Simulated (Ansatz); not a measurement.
# AlIr (Pm-3m): phonons and vibrational spectra, part 2 of 2

Wanted: phonon frequencies of AlIr (Pm-3m) and what follows from them.

Ansatz 0.2.0; DFT PBEsol, scalar-relativistic, plane waves, PAW.

So far. Step 3 (Relaxing to small forces for the phonons): The forces vanish by symmetry and the pressure is 0.000 GPa, within the tolerances set. The cell now holds 13.35 Å³/atom. The relaxed cell has a = 2.989 Å (conventional setting).

## Step 4: Linear response at the zone centre

The zone centre comes first: it holds the modes that light can see, as far as symmetry allows. No field response is asked, since the mesh shows no gap.

File input.yaml:

```yaml
crystal:
  lattice:
    - [2.9888346127, 0.0, 0.0]
    - [0.0, 2.9888346127, 0.0]
    - [0.0, 0.0, 2.9888346127]
  atoms:
    - { symbol: Al, position: [0.0, 0.0, 0.0] }
    - { symbol: Ir, position: [0.5, 0.5, 0.5] }
kpoints:
  mp_grid: { grid: [12, 12, 12] }
hamiltonian:
  xc: pbesol
scf:
  occupations: { method: methfessel_paxton, width: 0.15 }
output:
  eigenvalues: true
phonons:
  method: dfpt
```

Command:

```
ansatz run input.yaml --threads 4 --pin off --max-ram 7168MiB --backend cpu --events-out ev --progress --plain --runs-dir out
```

Numbers of over 12 decimals in the logs are rounded to 6 here.

What it wrote:

```text
[...]
Crystal: 2 atoms, lattice volume = 26.700 Å³
Basis set: ecut = 420 eV, 485 PW (Γ), exchange–correlation on 40×40×40 points (8 copies of the dense FFT grid, shifted against one another)
Bands: 14, of which v1, the nominal top of the filled ones, is band 10 counted from 1 (9 counted from 0)
Symmetry: 48 space group operations
k-points: 196 of 1728 (irreducible under 8 space group operations, time reversal used)
[...]
SCF iter   1: F=—  HF=-12325.434390 eV  |F-HF|=—  |Δ(HF+E_count)|=         —  Δρ=3.57e-3  dr2=1.70e-3  ethr=1.77e-3  ⟨swp⟩=4.2  Hψ=12739  notcnv=0
[...]
SCF iter   6: F=-12325.434310 eV  HF=-12325.434310 eV  |F-HF|=1.82e-12  |Δ(HF+E_count)|=  3.82e-11  S|Δr|=    0.00e0  Δρ=1.95e-7  dr2=1.78e-12  ethr=1.00e-12  ⟨swp⟩=5.3  Hψ=11162  notcnv=0
SCF 1 converged in 6 iterations: F = -12325.434310 eV  dr2 = 1.78e-12
[...]
DFPT response loops at Γ: preconditioner auto → Kerker (q_TF=auto, 2.600 Å⁻¹) (partly filled bands, converged f_vac=0.000); β = 1.00, the filter's whole step (`scf.mixing.beta` (0.50) is not read by the response loops under this deck's `scf.mixing.preconditioner`; to damp them name `kerker` or `kerker_dos`, under which they read `scf.mixing.beta`, and type it under 1.00, their step now; both keys bind the ground state too); Broyden in place of MSR1
SCF converged after 6 iterations
[...]
Free energy (F): -12325.434310 eV
[...]
Internal energy: -12325.436333 eV  (E = F + TS)
E sigma→0 (E₀):  -12325.434815 eV
Entropy (-TS):   0.002023 eV (1.011 meV/atom)
Fermi energy:    19.022398 eV
Step filling:    the computed levels leave a gap of 0.0000 eV = 0.0 smearing widths at the electron count; against every level under it full and every level over it empty, smearing changes F+E_penalty+E_count by +0.715 meV and its σ→0 estimate by +0.210 meV
[...]
--- Band table (eV; the first three rows and the last of 196) ---
  k-point 0: bands = [... 6 lower, 13.0591, 17.1656, 17.1656, 17.1656, 23.2053, 23.2053, 23.2053, 28.8319]
  k-point 1: bands = [... 6 lower, 13.1166, 16.9813, 16.9813, 17.1840, 22.5314, 23.4920, 23.4920, 28.4526]
  k-point 2: bands = [... 6 lower, 13.2368, 16.5389, 16.5389, 17.2349, 21.2145, 24.2398, 24.2398, 27.5510]
  k-point 195: bands = [... 6 lower, 12.1536, 18.8228, 18.8228, 20.0017, 20.9500, 20.9500, 20.9500, 25.5268]
--- Phonons (Γ-DFPT): 2 representative perturbations + reference, on 196 of 1728 k-points (Σ response iterations 6) ---
  k mesh reduced under 8 symmetry operations, with k and −k counted as one. Each operation leaves every solved perturbation unchanged. A smaller set is not used because it would not reduce the number of displacements times k-points to solve
  ASR residual: 1.221e-4 → 0.000e0 eV/Å²; symmetrization residual: 6.560e-6 eV/Å²
  ASR residual per site (eV/Å²): 1.22e-4 1.31e-5
  Γ frequencies (cm⁻¹): 0.00 0.00 0.00 292.50 292.50 292.50
  non-analytic LO–TO correction: not included (Born effective charges unavailable; polar crystals: no LO–TO splitting at Γ)
```

Elapsed: 4.2 s, on 4 threads of Arm Neoverse V2, shared host; peak memory 0.49 GiB; 14 s of CPU time.

Reading the cycles: dr2 is the Hartree energy of the density residual (eV), the measure of convergence; HF is the Harris–Foulkes estimate of the energy, which meets the free energy F at convergence.

Numbers from this step:

```
sum-rule residual before enforcement                    : 1.22e-4 eV/Å²
point group                                             : m-3m
highest optical mode at the zone centre (no LO-TO term) : 292.5 cm⁻¹
lowest optical zone-centre mode                         : 292.5 cm⁻¹
```

Patterns of degenerate modes are one choice out of their space. Modes at Γ, with each element's share of the kinetic energy:

```tsv
mode	frequency (cm⁻¹)	symmetry	Al %	Ir %
1	0.0	acoustic	12	88
2	0.0	acoustic	12	88
3	0.0	acoustic	12	88
4	292.5	T1u	88	12
5	292.5	T1u	88	12
6	292.5	T1u	88	12
```

Displacements in mode 6 (292.5 cm⁻¹), the largest set to 1:
```
Al1  0.00  0.00  1.00
Ir2  0.00  0.00 -0.14
```

Before it was imposed, the acoustic sum rule was missed by 1.2e-4 eV/Å². Small misses are needed for a sound result but don't prove that mesh and cutoff are converged. The lowest optical mode is real, 292 cm⁻¹.

## Step 5: Phonons on a q mesh

Stability and thermal properties need the whole zone. Linear response on a 4×4×4 q mesh gives force constants as far as a supercell of that size would.

Changes to input.yaml since step 4:

```diff
@@ -18 +18,8 @@
   method: dfpt
+  qmesh: [4, 4, 4]
+  temperatures: { t_max: 1000, t_step: 50 }
+  qpath:
+    path:
+      - [[0.0, 0.0, 0.0], [0.0, 0.5, 0.0], [0.5, 0.5, 0.0], [0.0, 0.0, 0.0], [0.5, 0.5, 0.5], [0.0, 0.5, 0.0]]
+      - [[0.5, 0.5, 0.5], [0.5, 0.5, 0.0]]
+    npoints: 10
```

What it wrote:

```text
[...]
Crystal: 2 atoms, lattice volume = 26.700 Å³
Basis set: ecut = 420 eV, 485 PW (Γ), exchange–correlation on 40×40×40 points (8 copies of the dense FFT grid, shifted against one another)
Bands: 14, of which v1, the nominal top of the filled ones, is band 10 counted from 1 (9 counted from 0)
Symmetry: 48 space group operations
k-points: 84 of 1728
[...]
SCF iter   1: F=—  HF=-12325.434389 eV  |F-HF|=—  |Δ(HF+E_count)|=         —  Δρ=3.56e-3  dr2=1.70e-3  ethr=1.77e-3  ⟨swp⟩=4.2  Hψ=5479  notcnv=0
[...]
SCF iter   6: F=-12325.434310 eV  HF=-12325.434310 eV  |F-HF|=3.64e-12  |Δ(HF+E_count)|=  3.64e-11  S|Δr|=    0.00e0  Δρ=1.93e-7  dr2=1.73e-12  ethr=1.00e-12  ⟨swp⟩=5.3  Hψ=4779  notcnv=0
SCF 1 converged in 6 iterations: F = -12325.434310 eV  dr2 = 1.73e-12
[...]
SCF iter   1: F=—  HF=-12325.434310 eV  |F-HF|=—  |Δ(HF+E_count)|=         —  Δρ=2.39e-7  dr2=9.98e-12  ethr=4.15e-9  ⟨swp⟩=3.2  Hψ=9176  notcnv=0
eigensolver tolerance schedule: the retry pair's looser diagonalisation over-reported the residual by 83170.45 of it (diagonalisation noise at 0.13 of the residual, at the tolerance the schedule requests for it); recorded, not acted on — ethr = c·dr2/N_el stays at c = 1.0e-1
[...]
SCF iter   2: F=-12325.434310 eV  HF=-12325.434310 eV  |F-HF|=5.46e-12  |Δ(HF+E_count)|=   6.91e-8  S|Δr|=    0.00e0  Δρ=1.38e-7  dr2=2.75e-12  ethr=1.00e-12  ⟨swp⟩=5.8  Hψ=4734  notcnv=0
SCF 2 converged in 2 iterations: F = -12325.434310 eV  dr2 = 2.75e-12
phonons: the bands overlap, so this run is a metal and interpolates without the dipole-dipole term. If the crystal is really an insulator or semiconductor, its LO-TO splitting is missing
NSCF: frozen V_eff on 84 k-points
[...]
DFPT response loops at q = (0, 0, 0) (fractional): preconditioner auto → Kerker (q_TF=auto, 2.600 Å⁻¹) (partly filled bands, converged f_vac=0.000); β = 1.00, the filter's whole step (`scf.mixing.beta` (0.50) is not read by the response loops under this deck's `scf.mixing.preconditioner`; to damp them name `kerker` or `kerker_dos`, under which they read `scf.mixing.beta`, and type it under 1.00, their step now; both keys bind the ground state too); Broyden in place of MSR1
[...]
SCF converged after 6 iterations
[...]
Free energy (F): -12325.434310 eV
[...]
Internal energy: -12325.436333 eV  (E = F + TS)
E sigma→0 (E₀):  -12325.434815 eV
Entropy (-TS):   0.002023 eV (1.011 meV/atom)
Fermi energy:    19.022398 eV
[...]
--- Band table (eV; the first three rows and the last of 84) ---
  k-point 0: bands = [... 6 lower, 13.0591, 17.1656, 17.1656, 17.1656, 23.2053, 23.2053, 23.2053, 28.8319]
  k-point 1: bands = [... 6 lower, 13.1166, 16.9813, 16.9813, 17.1840, 22.5314, 23.4920, 23.4920, 28.4526]
  k-point 2: bands = [... 6 lower, 13.2368, 16.5389, 16.5389, 17.2349, 21.2145, 24.2398, 24.2398, 27.5510]
  k-point 83: bands = [... 6 lower, 12.1536, 18.8228, 18.8228, 20.0017, 20.9500, 20.9500, 20.9500, 25.5268]
--- Phonons (Γ-DFPT): 2 representative perturbations + reference (Σ response iterations 6) ---
  ASR residual: 1.176e-4 → 0.000e0 eV/Å²; symmetrization residual: 4.730e-6 eV/Å²
  ASR residual per site (eV/Å²): 1.18e-4 1.20e-5
  Γ frequencies (cm⁻¹): 0.00 0.00 0.00 292.50 292.50 292.50
--- Phonons (arbitrary-q DFPT): 10 irreducible q on the 4×4×4 mesh ---
  q = [0.0000, 0.0000, 0.0000] (star 1, of the zone-centre solve; hermiticity 1.27e-6, symmetrization 1.01e-12): 0.00 0.00 0.00 292.50 292.50 292.50
  q = [0.0000, 0.0000, 0.2500] (star 6, 4 solved perturbations in 1848 linear systems a pass and spin channel, the states on 588 of 1728 k-point pairs; hermiticity 1.86e-7, symmetrization 3.66e-12): 78.88 78.88 130.69 295.71 295.71 390.74
[...]
q = [0.0000, 0.2500, -0.5000] (star 12, 6 solved perturbations on 588 of 1728 k-point pairs; hermiticity 2.73e-7, symmetrization 1.37e-7): 116.33 128.81 154.22 287.60 325.94 381.57
[...]
sum rule: each row above includes the acoustic sum rule's correction from the zone centre's row sums; it moved no ω² by more than (1.09 cm⁻¹)²
  mesh force constants: q→R imaginary residual 2.19e-18; ASR residual 1.176e-4 → 0.000e0 eV/Å²; symmetrization residual 7.105e-15 eV/Å²
  interpolated dispersion: 62 rows × 6 modes
  density of states and harmonic sums: on the 24×24×24 q-mesh, interpolated from the force constants of a 4×4×4 supercell (no non-analytic term)
  largest difference from the sums on the solved wave vectors: F 1.17e-2 eV, S 1.57e-5 and C_V 4.02e-6 eV/K
  zero-point energy: 0.085250 eV/cell   skipped modes (ω ≤ 0): 3   left out of the sums: 3.62e-5 of the cell's modes: C_V's classical limit lies that fraction below 3 k_B per atom; for a crystal, a wire or a layer, F and S can be off by more, and a phonons.interpolated_qmesh denser along its periods is the remedy for the sampling
```

Elapsed: 1.7 min, on 4 threads; peak memory 1.2 GiB.

Numbers from this step:

| Property | Result |
| --- | --- |
| sum-rule residual before enforcement | 1.18e-4 eV/Å² |
| lowest frequency on the path | 0 cm⁻¹ |
| highest frequency on the path or at a solved wavevector | 442.6 cm⁻¹ |
| mean frequency | 229.2 cm⁻¹ |
| Debye temperature (second moment) | 469 K |
| logarithmic mean frequency | 202.5 cm⁻¹ |
| lowest mode on the q mesh (acoustic modes at Γ apart) | 78.88 cm⁻¹ |
| zero-point energy per atom | 42.63 meV |
| heat capacity at 300 K | 22.22 J/(mol atoms K) |
| vibrational entropy at 300 K | 27.11 J/(mol atoms K) |
| edges of the widest gap between branches, on path and mesh | 176.4, 275 cm⁻¹ |

Frequencies (cm⁻¹) solved at each irreducible wavevector; negative means imaginary. Frequencies by wavevector, by row:

```tsv
q in reciprocal lattice units	star	mode 1	mode 2	mode 3	mode 4	mode 5	mode 6
0 0 0	1	0	0	0	292.5	292.5	292.5
0 0 0.25	6	78.9	78.9	130.7	295.7	295.7	390.7
0 0 -0.5	3	111.1	111.1	176.4	300.9	300.9	442.6
0 0.25 0.25	12	97.6	103.1	147.1	290.9	322.5	369.5
0 0.25 -0.5	12	116.3	128.8	154.2	287.6	325.9	381.6
0 -0.5 -0.5	3	124.3	138.7	138.7	275	345	345
0.25 0.25 0.25	8	122.1	122.1	150	322	322	345.2
0.25 0.25 -0.5	12	133.3	135.2	148.9	315.4	324.2	359.6
0.25 -0.5 -0.5	6	133.4	152.4	152.4	315.3	345.9	345.9
-0.5 -0.5 -0.5	1	165	165	165	348.7	348.7	348.7
```

Interpolated from a 4×4×4 q mesh. Phonon branches along the path, in cm⁻¹:

```tsv
point	branch 1	branch 2	branch 3	branch 4	branch 5	branch 6
Γ	0	0	0	292	292	292
halfway	79	79	131	296	296	391
X	111	111	176	301	301	443
halfway	116	129	154	288	326	382
M	124	139	139	275	345	345
halfway	98	103	147	291	322	370
Γ	0	0	0	292	292	292
halfway	122	122	150	322	322	345
R	165	165	165	349	349	349
halfway	133	135	149	315	324	360
X	111	111	176	301	301	443
jump to R	165	165	165	349	349	349
halfway	133	152	152	315	346	346
M	124	139	139	275	345	345
```

The phonon branches as a text plot (rows in cm⁻¹):

```
    433 |     ****                                      **
    415 |    *    *                                    *
    396 |   *      *                                  *
    378 |                    *                       *
    360 |           **   **** *        *           **
    341 |  *        ******     *     ** ***********       *******
    323 | *        *      ***** *   *  ****        ***      **
    304 |*  *******            *** ****              *****
    286 |***       ****  **********                           ***
    267 |              **
    249 |
    231 |
    212 |
    194 |
    175 |      ****                                    ***
    157 |     *    **    ****           ***************   ****
    138 |   **      ******   **        * ***      ***       *****
    120 |       *************        ** *            *****    ***
    101 |     **           *** *       *
     83 |  ***                * *   ***
     65 | *                    *    *
     46 |  *                    ** *
     28 |**                      * *
      9 |*                        *
         Γ      X      M          Γ            R        X|R     M
```

Tetrahedra on a 24×24×24 mesh, mean over bins of 5 cm-1. Interpolated from a 4×4×4 q mesh. The phonon density of states by wavenumber; read off at these points:

wavenumber (cm⁻¹), phonon density of states (1/cm⁻¹/cell) and a bar:
```
        2     0.0000 
       18     0.0001 
       32     0.0006 
       48     0.0015 #
       62     0.0032 #
       78     0.0061 ##
       92     0.0120 ####
      108     0.0286 ##########
      122     0.0543 ##################
      138     0.0342 ############
      152     0.0883 ##############################
      168     0.0051 ##
      182     0.0000 
      198     0.0000 
      212     0.0000 
      232     0.0000 
      248     0.0000 
      262     0.0000 
      278     0.0038 #
      292     0.0340 ############
      298     0.0541 ##################
      308     0.0357 ############
      322     0.0316 ###########
      338     0.0255 #########
      348     0.0433 ###############
      352     0.0231 ########
      368     0.0167 ######
      382     0.0082 ###
      398     0.0053 ##
      412     0.0036 #
      428     0.0022 #
      442     0.0001
```

The partial phonon density of states has structure finer than the step of the table below, so its rows give means over 20 cm⁻¹, whole bins alone (the curve runs from -10 to 465 cm⁻¹). Peaks (cm⁻¹: height): Al 297.9: 0.0471, 345.8: 0.0370; Ir 121.5: 0.0494, 151.4: 0.0689.

Phonopy on the run's constants, 19x19x19 mesh, Gaussian sigma 3.4 cm-1. Interpolated from a 4×4×4 q mesh. Partial phonon density of states against wavenumber; means over each step; values in 1/cm⁻¹/cell:

```tsv
wavenumber (cm⁻¹)	Al	Ir
0	3.0e-6	2.0e-5
20	2.9e-5	2.2e-4
40	1.2e-4	9.9e-4
60	2.7e-4	0.00266
80	5.1e-4	0.00664
100	8.5e-4	0.0190
120	0.00117	0.0438
140	0.00181	0.0401
160	0.00114	0.0295
180	2.0e-5	9.7e-4
200	0	0
220	0	0
240	0	0
260	2.7e-5	0
280	0.00853	1.0e-4
300	0.0389	0.00160
320	0.0300	0.00182
340	0.0291	0.00159
360	0.0194	5.7e-4
380	0.00932	1.5e-4
400	0.00502	6.5e-5
420	0.00292	2.2e-5
440	8.3e-4	2.0e-6
```

Second derivatives of the energy by pair, one row for each kind of neighbour of each atom listed. Each entry sums the pair over the periodic images of the supercell that the q mesh stands for, and in a polar crystal it holds the long-range dipole part too. Force constants by pair, by row:

```tsv
atom	neighbour	distance (Å)	third of the trace (eV/Å²)	along the pair's line (eV/Å²)
Al1	itself	0	10.61	–
Al1	Ir	2.588	-0.9789	-2.843
Al1	Al	2.989	-0.0834	-1.156
Al1	Al	4.227	-0.0499	-0.3765
Al1	Ir	4.956	0.0055	0.1119
Al1	Al	5.177	-0.2043	-0.5393
Al1	Al	5.978	0.048	-0.1012
Al1	Ir	6.514	0.008	0.0264
Al1	Al	6.683	-0.0049	-0.0484
Ir2	itself	0	14.45	–
Ir2	Al	2.588	-0.9789	-2.843
Ir2	Ir	2.989	-0.9112	-2.988
Ir2	Ir	4.227	-0.1267	-0.3959
Ir2	Al	4.956	0.0055	0.1119
Ir2	Ir	5.177	0.0383	0.0823
Ir2	Ir	5.978	0.0665	0.1952
Ir2	Al	6.514	0.008	0.0264
Ir2	Ir	6.683	-0.0528	-0.1449
```

Harmonic thermodynamic functions per atom, from the density of states. Interpolated from a 4×4×4 q mesh. Thermodynamic functions, by row:

```tsv
T (K)	F_vib (meV/atom)	S (J/mol-atom/K)	C_V (J/mol-atom/K)
0	42.63	0	0
50	42.39	1.851	4.764
100	40.01	7.515	11.98
200	26.27	18.59	19.55
300	2.39	27.11	22.22
400	-29.25	33.67	23.34
500	-66.97	38.95	23.89
600	-109.7	43.33	24.2
700	-156.6	47.08	24.39
800	-207.1	50.35	24.52
900	-260.8	53.24	24.61
1000	-317.4	55.84	24.67
```

Harmonic mean-square displacement, third of the trace. Interpolated from a 4×4×4 q mesh. Mean square displacements, by row:

```tsv
T (K)	Al1 U_eq (Å²)	Ir2 U_eq (Å²)
0	0.00205	7.10e-4
100	0.00226	0.00109
300	0.00384	0.00274
600	0.00697	0.00538
```

Symmetry leaves 10 wavevectors to solve. The lowest mode among them, the acoustic zeros apart, lies at q = (0, 0, 0.25) and is real, 78.9 cm⁻¹.

## Step 6: Outcome

| Property | Result |
| --- | --- |
| space group after relaxation (within 0.01 Å) | Pm-3m |
| volume per atom | 13.3 Å³ |
| electronic character | no gap on this mesh |
| highest optical mode at the zone centre (no LO-TO term) | 292 cm⁻¹ |
| lowest optical zone-centre mode | 292 cm⁻¹ |
| lowest mode on the q mesh (acoustic modes at Γ apart) | 78.9 cm⁻¹ |
| highest frequency on the path or at a solved wavevector | 443 cm⁻¹ |
| zero-point energy per atom | 42.6 meV |
| heat capacity at 300 K | 22.2 J/(mol atoms K) |
| vibrational entropy at 300 K | 27.1 J/(mol atoms K) |
| Debye temperature (second moment) | 469 K |
| imaginary modes on the 4×4×4 q mesh | none |

In words: The structure is a minimum as far as tested: no mode is imaginary at the 10 irreducible wavevectors of the 4×4×4 mesh, and the softest away from the acoustic zeros lies at 79 cm⁻¹. The optical modes at Γ form one degenerate level at 292 cm⁻¹. The highest mode in this list at Γ, 292.5 cm⁻¹, is mostly motion of Al (88 % of the kinetic energy). On the path and the mesh, the widest gap between branches runs from 176 to 275 cm⁻¹. With no gap, or one that is small against the smearing, the frequencies hang on the k mesh and the smearing, most of all near Kohn anomalies. Spin-orbit coupling is left out, which can matter for the heavy elements here. These are harmonic frequencies at zero temperature: anharmonic shifts, linewidths and thermal expansion are left out.

[Logs are printed without paths, hosts, clocks, repeated set-up lines and the standing remarks that a program may print on its own settings, such as how far it seeks lower states.]

[Hosts, paths, dates, database ids (printed as entryN), source tags and the programs' standing remarks are cut or masked in the printed files.]
